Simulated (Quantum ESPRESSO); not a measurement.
**SrO (Fm-3m): a worked LO-TO splitting**

How high does the longitudinal optical mode of SrO (Fm-3m) lie, given the transverse one, the Born charge and ε∞?

Method: DFT LDA, scalar-relativistic, plane waves, PseudoDojo norm-conserving pseudopotentials, in Quantum ESPRESSO 7.5.

The database entry behind the starting cell differs from later determinations by our own check (about 0.5 % short), so it need not match the best structure at ambient conditions.

### 1. The relaxed structure

It takes space group Fm-3m (No. 225, cubic). Conventional cell: a = 5.061 Å, b = 5.061 Å, c = 5.061 Å, α = 90.00°, β = 90.00°, γ = 90.00°. Nearest to Sr lie 6 O at 2.53 Å. Nearest to O lie 6 Sr at 2.53 Å. Farther neighbours and most contacts between anions are not listed.

This is the cell after its relaxation at this level of theory, not the database cell from which that began.

### 2. What the response run gave

A linear-response run on the relaxed cell, with the response to an electric field; only its zone-centre results are used. Cutoff 92 Ry, k mesh 8×8×8.

The program printed:

```text
[banners, grids, parts of the stress and lines that vanish by symmetry left out]
Program PHONON v.7.5
     Reading xml data from directory:

[...]
Exchange-correlation= PW
                           (   1   4   0   0   0   0   0)
[...]
kinetic-energy cut-off    =      92.0000  Ry
     charge density cut-off    =     368.0000  Ry
     convergence threshold     =      1.0E-18
[...]
Exchange-correlation= PW
                           (   1   4   0   0   0   0   0)
[...]
q = (   0.0000000   0.0000000   0.0000000 )
     49 Sym.Ops. (with q -> -q+G )
     G cutoff =  852.6195  (  26229 G-vectors)     FFT grid: ( 45, 45, 45)
     number of k points=    29
[...]
Mode symmetry, O_h (m-3m)  point group:
[...]
Dielectric constant
[...]
End of electric fields calculation
          Dielectric constant in cartesian axis
          (       3.862306682       0.000000000       0.000000000 )
          (       0.000000000       3.862306682      -0.000000000 )
          (       0.000000000      -0.000000000       3.862306682 )
          Effective charges (d Force / dE) in cartesian axis without acoustic sum rule applied (asr)
           atom    1  Sr    Mean Z*:        2.47556
      Ex  (        2.47556        0.00000        0.00000 )
      Ey  (        0.00000        2.47556       -0.00000 )
      Ez  (        0.00000       -0.00000        2.47556 )
           atom    2  O     Mean Z*:       -2.47586
      Ex  (       -2.47586        0.00000        0.00000 )
      Ey  (        0.00000       -2.47586       -0.00000 )
      Ez  (        0.00000       -0.00000       -2.47586 )
          Effective charges Sum: Mean:       -0.00030
[...]
Effective charges (d Force / dE) in cartesian axis with asr applied:
           atom    1  Sr    Mean Z*:        2.47571
[...]
atom    2  O     Mean Z*:       -2.47571
[...]
Representation #   1 modes #   1   2   3
[...]
End of self-consistent calculation
     Convergence has been achieved
     Representation #   2 modes #   4   5   6
[...]
End of self-consistent calculation
     Convergence has been achieved
[...]
Dielectric constant in cartesian axis
          (       3.862306682       0.000000000       0.000000000 )
          (       0.000000000       3.862306682      -0.000000000 )
          (       0.000000000      -0.000000000       3.862306682 )
          Effective charges (d Force / dE) in cartesian axis without acoustic sum rule applied (asr)
           atom    1  Sr    Mean Z*:        2.47556
      Ex  (        2.47556        0.00000        0.00000 )
      Ey  (        0.00000        2.47556       -0.00000 )
      Ez  (        0.00000       -0.00000        2.47556 )
           atom    2  O     Mean Z*:       -2.47586
      Ex  (       -2.47586        0.00000        0.00000 )
      Ey  (        0.00000       -2.47586       -0.00000 )
      Ez  (        0.00000       -0.00000       -2.47586 )
          Effective charges Sum: Mean:       -0.00030
[...]
Effective charges (d Force / dE) in cartesian axis with asr applied:
           atom    1  Sr    Mean Z*:        2.47571
[...]
atom    2  O     Mean Z*:       -2.47571
[...]
q = (    0.000000000   0.000000000   0.000000000 )
[...]
freq (    1) =       0.021705 [THz] =       0.723996 [cm-1]
     freq (    2) =       0.021705 [THz] =       0.723996 [cm-1]
     freq (    3) =       0.021705 [THz] =       0.723996 [cm-1]
     freq (    4) =       6.496406 [THz] =     216.696787 [cm-1]
     freq (    5) =       6.496406 [THz] =     216.696787 [cm-1]
     freq (    6) =       6.496406 [THz] =     216.696787 [cm-1]
[...]
Mode symmetry, O_h (m-3m)  point group:
     freq (   1-   3) =          0.7  [cm-1]   --> T_1u G_15  G_4- I
     freq (   4-   6) =        216.7  [cm-1]   --> T_1u G_15  G_4- I

   JOB DONE.
```

```csv
quantity,value
cell volume Ω (Å³),32.407
mass of Sr (u),87.620
mass of O (u),15.999
"Born charge of Sr, raw (e)",2.476
"Born charge of O, raw (e)",-2.476
ε∞,3.862
ω(TO) after the sum rule (cm⁻¹),216.7
```

### 3. The calculation

The charges must sum to zero over the cell; taking off their mean, 0.000 e, leaves Z* = 2.476 e on Sr. In the polar mode Sr moves against O, so the reduced mass is μ = 87.62 × 16.00 / 103.62 = 13.529 u.

A longitudinal wave builds up a field that adds to the restoring force: ω(LO)² = ω(TO)² + 4π Z*² / (μ Ω ε∞), in Hartree atomic units. With μ = 24661 electron masses and Ω = 218.70 bohr³ the second term is 3.6976e-06 Ha², or 178110 cm⁻² (1 Ha = 219474.6 cm⁻¹).

So ω(LO) = √(46955 + 178110) = 474.4 cm⁻¹, and by the Lyddane-Sachs-Teller relation ε₀ = ε∞ (ω(LO)/ω(TO))² = 18.51.

### 4. Check against the program

The analysis program adds the same non-analytic term to the full matrix, here for q along (1 0 0).

The program printed:

```text
[banner, memory and clock lines left out]
Program DYNMAT v.7.5

     Reading Dynamical Matrix from file g.dyn
     ...Force constants read
     ...epsilon and Z* read

     Polarizability (A^3 units)
     multiply by 0.511744 for Clausius-Mossotti correction
         7.381599    0.000000    0.000000
         0.000000    7.381599   -0.000000
         0.000000   -0.000000    7.381599

     IR activities are in (D/A)^2/amu units

# mode   [cm-1]    [THz]      IR
    1      0.00    0.0000    0.0000
    2      0.00    0.0000    0.0000
    3      0.00    0.0000    0.0000
    4    216.69    6.4961   10.4523
    5    216.69    6.4961   10.4523
    6    474.40   14.2222   10.4523
```

ε₀ comes from the program's run without a direction of q.

```csv
quantity,by hand,program
ω(LO) (cm⁻¹),474.4,474.4
ε₀,18.51,18.51
```

### 5. Results

| Property | Result |
| --- | --- |
| TO mode | 216.7 cm⁻¹ |
| LO mode | 474.4 cm⁻¹ |
| static dielectric constant | 18.51 |

The LO mode of SrO (Fm-3m) lies at 474 cm⁻¹, 258 cm⁻¹ above the TO mode; the formula meets the program within 0.1 cm⁻¹, as it must for a cubic crystal with one polar mode. ω(LO)² − ω(TO)² goes with Z*²/ε∞: an error of 5 % in ε∞ would move the LO mode by 9.0 cm⁻¹, and semilocal functionals tend to overestimate ε∞. These are harmonic values at zero temperature, at the volume of this functional, for the structure held cubic; stability elsewhere in the zone is no part of this calculation.

[Host names and launcher messages were left out of these logs when they were recorded.]

[Logs are printed without paths, hosts, clocks, repeated set-up lines and the standing remarks that a program may print on its own settings, such as how far it seeks lower states.]

[Hosts, paths, dates, database ids (printed as entryN), source tags and the programs' standing remarks are cut or masked in the printed files.]
